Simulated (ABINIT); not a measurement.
## BaH2 (P6_3/mmc): one start, several treatments of the self-energy

Aim: compare treatments of exchange, screening and correlation for the gap of BaH2 (P6_3/mmc).

Program: ABINIT 10.8.3. Level of theory: PBEsol and many-body steps on it, plane waves. Results are calculated unless marked as measured.

**1. The structure**

The structure is hexagonal, space group P6_3/mmc (No. 194). The conventional cell has a = 4.462 Å, b = 4.462 Å, c = 6.055 Å, α = 90.00°, β = 90.00°, γ = 120.00°. Nearest to Ba lie 11 H at 2.58 to 3.03 Å. H has 5 Ba at 2.58 to 3.03 Å and 6 H at 2.99 Å nearest. H has 6 Ba at 2.99 Å and 8 H at 2.99 to 3.03 Å nearest. Farther neighbours are not listed.

The cell and positions are those that the Materials Project relaxed with its own functionals (PBE, PBE+U or r2SCAN), kept fixed. Spin-orbit coupling is left out unless a step names it.

**2. Empty states on the mesh, 3×3×2 mesh, 355 bands**

This step: ABINIT 10.8.3; DFT, PBEsol, plane waves, norm-conserving pseudopotentials.

The sums over transitions need many empty states on a uniform mesh; this step solves for them.

run.abi

```
acell 3*1.0 Angstrom
rprim 
  4.462025052349 0.000000000014 0.000000000000
  -2.231012526186 3.864227047650 0.000000000000
  0.000000000000 0.000000000000 6.055292590000
ntypat 2
znucl 56 1
natom 6
typat 1 1 2 2 2 2
xred 
  0.666666666667 0.333333333333 0.750000000000
  0.333333333333 0.666666666667 0.250000000000
  0.333333333333 0.666666666667 0.750000000000
  0.666666666667 0.333333333333 0.250000000000
  -0.000000000000 -0.000000000000 0.500000000000
  -0.000000000000 -0.000000000000 0.000000000000
pp_dirpath "pseudos"
pseudos "Ba.upf, H.upf"
ecut 32
ngkpt 3 3 2
nshiftk 1
shiftk 0 0 0
kptopt 1
chksymbreak 0
iscf -2
irdden 1
istwfk *1
nband 355
nbdbuf 32
tolwfr 1e-09
nstep 60
prtvol 0
indata_prefix "in"
outdata_prefix "out"
tmpdata_prefix "tmp"
```

Run with:

```
$ OMP_NUM_THREADS=1 mpirun -n 8 abinit run.abi > log
```

Numbers of over 12 decimals in the logs are rounded to 6 here.

The program printed:

```text
.Version 10.8.3 of ABINIT. v10.8.2 released Aug 2026.

 Symmetries : space group P6_3/m m c (#194); Bravais hP (primitive hexag.)
[... echo of the input left out ...]
== DATASET  1 ==================================================================
-   mpi_nproc: 8, omp_nthreads: 1 (-1 if OMP is not activated)
-    --> not optimal distribution: autoparal keyword recommended in input file <--

--- !DatasetInfo
iteration_state: {dtset: 1, }
dimensions: {natom: 6, nkpt: 6, mband: 355, nsppol: 1, nspinor: 1, nspden: 1, mpw: 6126, }
cutoff_energies: {ecut:  32.0, pawecutdg:  -1.0, }
[...]
4.47534    4.47761    4.47761    4.48411    4.48411    4.50484    4.50485    4.51906
   4.53396    4.53692    4.53719    4.53945    4.55032    4.55465    4.55899    4.56368
   4.56689    4.58260    4.60173
 prteigrs : prtvol=0 or 1, do not print more k-points.

== END DATASET(S) ==============================================================
================================================================================

 -outvars: echo values of variables after computation  --------
            nband         355
             nkpt           6
          spgroup         194
 [... the other variables as echoed above ...]

 Calculation completed.
```

Elapsed: 2.2 min, on 8 MPI ranks of Intel Xeon Platinum 8488C (Sapphire Rapids), shared host; peak memory 0.87 GiB; 18 min of CPU time.

This step gave:

| Item | Value |
| --- | --- |
| gap | 1.473 eV |
| k of the valence top | 0, 0, 0 |
| k of the conduction bottom | 0.3333, 0.3333, 0.5 |
| least direct gap | 2.725 eV |
| k points computed | 6 |
| lowest point of the top converged band, above the valence top | 110.8056 eV |

On this mesh the gap is 1.473 eV.

The density comes from a self-consistent run that is not shown.

**3. Screening, 3×3×2 mesh, 323 bands, screening to 190.5 eV**

The RPA dielectric matrix is built and inverted for each q.

This step: RPA screening on PBEsol, plane waves, norm-conserving pseudopotentials.

run.abi: that of step 2 with these lines changed.

```diff
@@ -24,10 +24,11 @@
 chksymbreak 0
-iscf -2
-irdden 1
 istwfk *1
-nband 355
-nbdbuf 32
-tolwfr 1e-09
-nstep 60
-prtvol 0
+occopt 1
+irdwfk 1
+optdriver 3
+nband 323
+ecuteps 7
+inclvkb 2
+awtr 1
+symchi 1
 indata_prefix "in"
```

The program printed:

```text
.Version 10.8.3 of ABINIT. v10.8.2 released Aug 2026.

 Symmetries : space group P6_3/m m c (#194); Bravais hP (primitive hexag.)
[... echo of the input left out ...]
== DATASET  1 ==================================================================
-   mpi_nproc: 8, omp_nthreads: 1 (-1 if OMP is not activated)

--- !DatasetInfo
iteration_state: {dtset: 1, }
dimensions: {natom: 6, nkpt: 6, mband: 323, nsppol: 1, nspinor: 1, nspden: 1, mpw: 6126, }
cutoff_energies: {ecut:  32.0, pawecutdg:  -1.0, }
electrons: {nelect:   2.40000000E+01, charge:   0.00000000E+00, occopt:   1.00000000E+00, tsmear:   1.00000000E-02, }

 SCREENING: Calculation of the susceptibility and dielectric matrices

 Based on a program developped by R.W. Godby, V. Olevano, G. Onida, and L. Reining.
 Incorporated in ABINIT by V. Olevano, G.-M. Rignanese, and M. Torrent.
.Using double precision arithmetic ; gwpc =  8

[... cell and pseudopotentials left out ...]
--------------------------------------------------------------------------------

 ==== K-mesh for the wavefunctions ====
 Number of points in the irreducible wedge :     6
[... list of points left out ...]
 Together with 24 symmetry operations and time-reversal symmetry
 yields    18 points in the full Brillouin Zone.

 ==== Q-mesh for the screening function ====
 Number of points in the irreducible wedge :     6
[... list of points left out ...]
 Together with 24 symmetry operations and time-reversal symmetry
 yields    18 points in the full Brillouin Zone.

 setmesh: FFT mesh size selected  =    32x   32x   48
          total number of points  =        49152

 vcoul_init : cutoff-mode = AUXILIARY_FUNCTION
 q-points for optical limit:   1
     1)      0.000010    0.000020    0.000030

- screening: taking advantage of time-reversal symmetry
- Maximum band index for partially occupied states nbvw = 12
- Remaining bands to be divided among processors   nbcw = 311
- Number of bands treated by each node ~38

 Number of electrons calculated from density =   24.0000; Expected =   24.0000
 average of density, n =  0.034063
 r_s =    1.9137
 omega_plasma =   17.8032 [eV]

 calculating chi0 at frequencies [eV] :
  1    0.000000E+00    0.000000E+00
  2    0.000000E+00    1.780320E+01

--------------------------------------------------------------------------------
  q-point number  1        q = ( 0.000000, 0.000000, 0.000000) [r.l.u.]
--------------------------------------------------------------------------------
[... chi0 elements left out ...]
 For q-point:  0.000010 0.000020 0.000030
  dielectric constant =   5.8417
  dielectric constant without local fields =   6.5046

  Average fulfillment of the sum rule on Im[epsilon] for q-point    1 :     99.32  [%]
[... wings left out ...]
  q-point number  2        q = ( 0.333333, 0.000000, 0.000000) [r.l.u.]
--------------------------------------------------------------------------------
[... chi0 elements left out ...]
  Average fulfillment of the sum rule on Im[epsilon] for q-point    2 :    101.98  [%]

 [... 4 further q-points ...]
```

The job ended after 46 s (8 MPI ranks; peak memory 3.2 GiB).

This step gave:

```yaml
eps_infinity_with_local_fields_on_this_mesh_along_the_program_s_q_direction: 5.842
the_same_without_local_fields: 6.505
plasma_frequency: 17.80 eV
plane_waves_in_the_screening_matrix: 601
```

Local fields lower ε∞ by 10 %. On a Γ-centred mesh this coarse the value itself is usually too large, while a short band sum pulls it down.

**4. G0W0, Godby-Needs plasmon pole**

The self-energy is evaluated for the states that the input lists, and the levels follow from it, in one-shot runs by the linearised quasiparticle equation.

This step: G0W0 on PBEsol, plane waves, norm-conserving pseudopotentials.

run.abi: that of step 3 with these lines changed.

```diff
@@ -27,8 +27,17 @@
 irdwfk 1
-optdriver 3
+optdriver 4
 nband 323
+gwcalctyp 0
+ecutsigx 32
+symsigma 1
+nkptgw 2
+kptgw 
+  0.0000000000 0.0000000000 0.0000000000
+  0.3333333333 0.3333333333 0.5000000000
+bdgw 
+  11 14
+  11 14
 ecuteps 7
-inclvkb 2
-awtr 1
-symchi 1
+irdscr 1
+ppmodel 1
 indata_prefix "in"
```

The program printed:

```text
.Version 10.8.3 of ABINIT. v10.8.2 released Aug 2026.

 Symmetries : space group P6_3/m m c (#194); Bravais hP (primitive hexag.)
[... echo of the input left out ...]
== DATASET  1 ==================================================================
-   mpi_nproc: 8, omp_nthreads: 1 (-1 if OMP is not activated)

--- !DatasetInfo
iteration_state: {dtset: 1, }
dimensions: {natom: 6, nkpt: 6, mband: 323, nsppol: 1, nspinor: 1, nspden: 1, mpw: 6126, }
cutoff_energies: {ecut:  32.0, pawecutdg:  -1.0, }
electrons: {nelect:   2.40000000E+01, charge:   0.00000000E+00, occopt:   1.00000000E+00, tsmear:   1.00000000E-02, }

 SIGMA: Calculation of the GW corrections

 Based on a program developped by R.W. Godby, V. Olevano, G. Onida, and L. Reining.
 Incorporated in ABINIT by V. Olevano, G.-M. Rignanese, and M. Torrent.
.Using double precision arithmetic ; gwpc =  8

[... cell and pseudopotentials left out ...]
--------------------------------------------------------------------------------

 ==== K-mesh for the wavefunctions ====
 Number of points in the irreducible wedge :     6
[... list of points left out ...]
 Together with 24 symmetry operations and time-reversal symmetry
 yields    18 points in the full Brillouin Zone.

 ==== Q-mesh for screening function ====
 Number of points in the irreducible wedge :     6
[... list of points left out ...]
 Together with 24 symmetry operations and time-reversal symmetry
 yields    18 points in the full Brillouin Zone.

 vcoul_init : cutoff-mode = AUXILIARY_FUNCTION
 q-points for optical limit:   1
     1)      0.000010    0.000020    0.000030
 setmesh: FFT mesh size selected  =    40x   40x   60
          total number of points  =        96000

 Number of electrons calculated from density =   24.0000; Expected =   24.0000
 average of density, n =  0.034063
 r_s =    1.9137
 omega_plasma =   17.8032 [eV]

 === KS Band Gaps ===
  >>>> For spin  1
   Minimum direct gap =   2.7256 [eV], located at k-point      :   0.0000  0.0000  0.0000
   Fundamental gap    =   1.4734 [eV], Top of valence bands at :   0.0000  0.0000  0.0000
                                       Bottom of conduction at :   0.3333  0.3333  0.5000
 SIGMA fundamental parameters:
 PLASMON POLE MODEL  1
 number of plane-waves for SigmaX                 6089
 number of plane-waves for SigmaC and W            601
 number of plane-waves for wavefunctions          6089
 number of bands                                   323
 number of independent spin polarizations            1
 number of spinorial components                      1
 number of k-points in IBZ                           6
 number of q-points in IBZ                           6
 number of symmetry operations                      24
 number of k-points in BZ                           18
 number of q-points in BZ                           18
 number of frequencies for dSigma/dE                 9
 frequency step for dSigma/dE [eV]                0.25
 number of omega for Sigma on real axis              0
 max omega for Sigma on real axis  [eV]           0.00
 zcut for avoiding poles [eV]                     0.10

 EPSILON^-1 parameters (SCR file):
 dimension of the eps^-1 matrix on file            601
 dimension of the eps^-1 matrix used               601
 number of plane-waves for wavefunctions          6089
 number of bands                                   323
 number of q-points in IBZ                           6
 number of frequencies                               2
 number of real frequencies                          1
 number of imag frequencies                          1

 matrix elements of self-energy operator (all in [eV])

 Perturbative Calculation

--- !SelfEnergy_ee
iteration_state: {dtset: 1, }
kpoint     : [   0.000,    0.000,    0.000, ]
spin       : 1
KS_gap     :    2.726
QP_gap     :    4.348
Delta_QP_KS:    1.623
data: !SigmaeeData |
     Band     E0 <VxcDFT>   SigX SigC(E0)      Z dSigC/dE  Sig(E)    E-E0       E
       11   3.623 -10.601 -13.543   1.572   0.771  -0.297 -11.657  -1.056   2.567
       12   4.131 -10.778 -13.538   1.392   0.774  -0.293 -11.837  -1.059   3.072
       13   6.857  -9.229  -4.726  -3.808   0.812  -0.231  -8.664   0.564   7.421
       14   6.857  -9.229  -4.726  -3.808   0.812  -0.231  -8.664   0.564   7.421

--- !SelfEnergy_ee
iteration_state: {dtset: 1, }
kpoint     : [   0.333,    0.333,    0.500, ]
spin       : 1
KS_gap     :    3.017
QP_gap     :    4.676
Delta_QP_KS:    1.658
data: !SigmaeeData |
     Band     E0 <VxcDFT>   SigX SigC(E0)      Z dSigC/dE  Sig(E)    E-E0       E
       11   2.587 -11.072 -14.405   1.863   0.773  -0.294 -12.208  -1.137   1.451
       12   2.587 -11.072 -14.405   1.863   0.773  -0.294 -12.208  -1.137   1.451
       13   5.605  -8.695  -4.279  -3.774   0.813  -0.230  -8.173   0.522   6.126
       14   5.605  -8.695  -4.279  -3.774   0.813  -0.230  -8.173   0.522   6.126

== END DATASET(S) ==============================================================
================================================================================

 -outvars: echo values of variables after computation  --------
           etotal      0.0000000000E+00
            nband         323
             nkpt           6
          spgroup         194
 [... the other variables as echoed above ...]

 Calculation completed.
```

The job ended after 34 s (8 MPI ranks; peak memory 3.6 GiB; 4.6 min of CPU time).

This step gave:

| Property | Result |
| --- | --- |
| G0W0 gap on the points computed | 3.054 eV |
| starting gap on the mesh | 1.473 eV |
| k of the valence top | 0, 0, 0 |
| k of the conduction bottom | 0.3333, 0.3333, 0.5 |
| Z at the valence top | 0.774 |
| Z at the conduction bottom | 0.813 |
| least direct G0W0 gap on the computed points | 4.349 eV |

The gap on the mesh goes from 1.47 eV to 3.05 eV, a correction of +1.58 eV.

**5. G0W0, Hybertsen-Louie plasmon pole**

run.abi: that of step 4 with these lines changed.

```diff
@@ -41,3 +41,3 @@
 irdscr 1
-ppmodel 1
+ppmodel 2
 indata_prefix "in"
```

The program printed:

```text
.Version 10.8.3 of ABINIT. v10.8.2 released Aug 2026.

 Symmetries : space group P6_3/m m c (#194); Bravais hP (primitive hexag.)
[... echo of the input left out ...]
== DATASET  1 ==================================================================
-   mpi_nproc: 8, omp_nthreads: 1 (-1 if OMP is not activated)

--- !DatasetInfo
iteration_state: {dtset: 1, }
dimensions: {natom: 6, nkpt: 6, mband: 323, nsppol: 1, nspinor: 1, nspden: 1, mpw: 6126, }
cutoff_energies: {ecut:  32.0, pawecutdg:  -1.0, }
electrons: {nelect:   2.40000000E+01, charge:   0.00000000E+00, occopt:   1.00000000E+00, tsmear:   1.00000000E-02, }

 SIGMA: Calculation of the GW corrections

 Based on a program developped by R.W. Godby, V. Olevano, G. Onida, and L. Reining.
 Incorporated in ABINIT by V. Olevano, G.-M. Rignanese, and M. Torrent.
.Using double precision arithmetic ; gwpc =  8

[... cell and pseudopotentials left out ...]
--------------------------------------------------------------------------------

 ==== K-mesh for the wavefunctions ====
 Number of points in the irreducible wedge :     6
[... list of points left out ...]
 Together with 24 symmetry operations and time-reversal symmetry
 yields    18 points in the full Brillouin Zone.

 ==== Q-mesh for screening function ====
 Number of points in the irreducible wedge :     6
[... list of points left out ...]
 Together with 24 symmetry operations and time-reversal symmetry
 yields    18 points in the full Brillouin Zone.

 vcoul_init : cutoff-mode = AUXILIARY_FUNCTION
 q-points for optical limit:   1
     1)      0.000010    0.000020    0.000030
 setmesh: FFT mesh size selected  =    40x   40x   60
          total number of points  =        96000

 Number of electrons calculated from density =   24.0000; Expected =   24.0000
[...]
number of omega for Sigma on real axis              0
 max omega for Sigma on real axis  [eV]           0.00
 zcut for avoiding poles [eV]                     0.10

 EPSILON^-1 parameters (SCR file):
 dimension of the eps^-1 matrix on file            601
 dimension of the eps^-1 matrix used               601
 number of plane-waves for wavefunctions          6089
 number of bands                                   323
 number of q-points in IBZ                           6
 number of frequencies                               2
 number of real frequencies                          1
 number of imag frequencies                          1

 matrix elements of self-energy operator (all in [eV])

 Perturbative Calculation

--- !SelfEnergy_ee
iteration_state: {dtset: 1, }
kpoint     : [   0.000,    0.000,    0.000, ]
spin       : 1
KS_gap     :    2.726
QP_gap     :    4.432
Delta_QP_KS:    1.706
data: !SigmaeeData |
     Band     E0 <VxcDFT>   SigX SigC(E0)      Z dSigC/dE  Sig(E)    E-E0       E
       11   3.623 -10.601 -13.543   1.282   0.806  -0.241 -11.938  -1.337   2.286
       12   4.131 -10.778 -13.538   1.109   0.807  -0.239 -12.111  -1.333   2.798
       13   6.857  -9.229  -4.726  -4.057   0.837  -0.195  -8.855   0.373   7.230
[...]
--- !SelfEnergy_ee
iteration_state: {dtset: 1, }
kpoint     : [   0.333,    0.333,    0.500, ]
spin       : 1
KS_gap     :    3.017
QP_gap     :    4.791
Delta_QP_KS:    1.774
data: !SigmaeeData |
     Band     E0 <VxcDFT>   SigX SigC(E0)      Z dSigC/dE  Sig(E)    E-E0       E
[...]
13   5.605  -8.695  -4.279  -4.013   0.838  -0.194  -8.358   0.337   5.941
       14   5.605  -8.695  -4.279  -4.013   0.838  -0.194  -8.358   0.337   5.941

== END DATASET(S) ==============================================================
================================================================================

 -outvars: echo values of variables after computation  --------
           etotal      0.0000000000E+00
            nband         323
             nkpt           6
          spgroup         194
 [... the other variables as echoed above ...]

 Calculation completed.
```

Elapsed: 35 s, on 8 MPI ranks; peak memory 3.3 GiB.

This step gave:

```
G0W0 gap on the points computed              : 3.143 eV
starting gap on the mesh                     : 1.473 eV
k of the valence top                         : 0, 0, 0
k of the conduction bottom                   : 0.3333, 0.3333, 0.5
Z at the valence top                         : 0.807
Z at the conduction bottom                   : 0.838
least direct G0W0 gap on the computed points : 4.432 eV
```

Against G0W0 in ABINIT (3×3×2 mesh, 323 bands, screening to 190.5 eV, Godby-Needs plasmon pole), the gap moves by +0.089 eV.

**6. G0W0, von der Linden-Horsch plasmon pole**

run.abi: that of step 5 with these lines changed.

```diff
@@ -41,3 +41,3 @@
 irdscr 1
-ppmodel 2
+ppmodel 3
 indata_prefix "in"
```

The program printed:

```text
.Version 10.8.3 of ABINIT. v10.8.2 released Aug 2026.

 Symmetries : space group P6_3/m m c (#194); Bravais hP (primitive hexag.)
[... echo of the input left out ...]
== DATASET  1 ==================================================================
-   mpi_nproc: 8, omp_nthreads: 1 (-1 if OMP is not activated)

--- !DatasetInfo
iteration_state: {dtset: 1, }
dimensions: {natom: 6, nkpt: 6, mband: 323, nsppol: 1, nspinor: 1, nspden: 1, mpw: 6126, }
cutoff_energies: {ecut:  32.0, pawecutdg:  -1.0, }
[...]
Band     E0 <VxcDFT>   SigX SigC(E0)      Z dSigC/dE  Sig(E)    E-E0       E
[...]
13   5.605  -8.695  -4.279  -4.159   0.847  -0.180  -8.478   0.217   5.822
       14   5.605  -8.695  -4.279  -4.159   0.847  -0.180  -8.478   0.217   5.822

== END DATASET(S) ==============================================================
================================================================================

 -outvars: echo values of variables after computation  --------
           etotal      0.0000000000E+00
            nband         323
             nkpt           6
          spgroup         194
 [... the other variables as echoed above ...]

 Calculation completed.
```

Run time: 22 s. Hardware: 8 MPI ranks; peak memory 3 GiB.

This step gave:

```yaml
g0w0_gap_on_the_points_computed: 3.086 eV
starting_gap_on_the_mesh: 1.473 eV
k_of_the_valence_top: 0, 0, 0
k_of_the_conduction_bottom: 0.3333, 0.3333, 0.5
least_direct_g0w0_gap_on_the_computed_points: 4.401 eV
```

Against G0W0 in ABINIT (3×3×2 mesh, 323 bands, screening to 190.5 eV, Godby-Needs plasmon pole), the gap moves by +0.032 eV.

(Continued in part 2 of 3.)

[Paths, hosts, dates, memory and timing lines, banners, echoed tables and standing remarks are left out of the program output.]

[Logs are printed without paths, hosts, clocks, repeated set-up lines and the standing remarks that a program may print on its own settings, such as how far it seeks lower states.]

[Runs of the session that timed out or met a known fault of the program may be left out.]

[No measured gap is set beside runs whose start may be inverted or whose files or cutoffs have a known fault.]

[Hosts, paths, dates, database ids (printed as entryN), source tags and the programs' standing remarks are cut or masked in the printed files.]

[G0W0 gaps are taken among the corrected bands and points alone; a level outside them can change the order at an edge.]

[Where Ansatz stands beside ABINIT at settings called matched, ABINIT's density can come from a denser mesh and the files from another edition; pairs whose starting gaps differed by over 0.03 eV were left out, so agreement reads better than it is.]
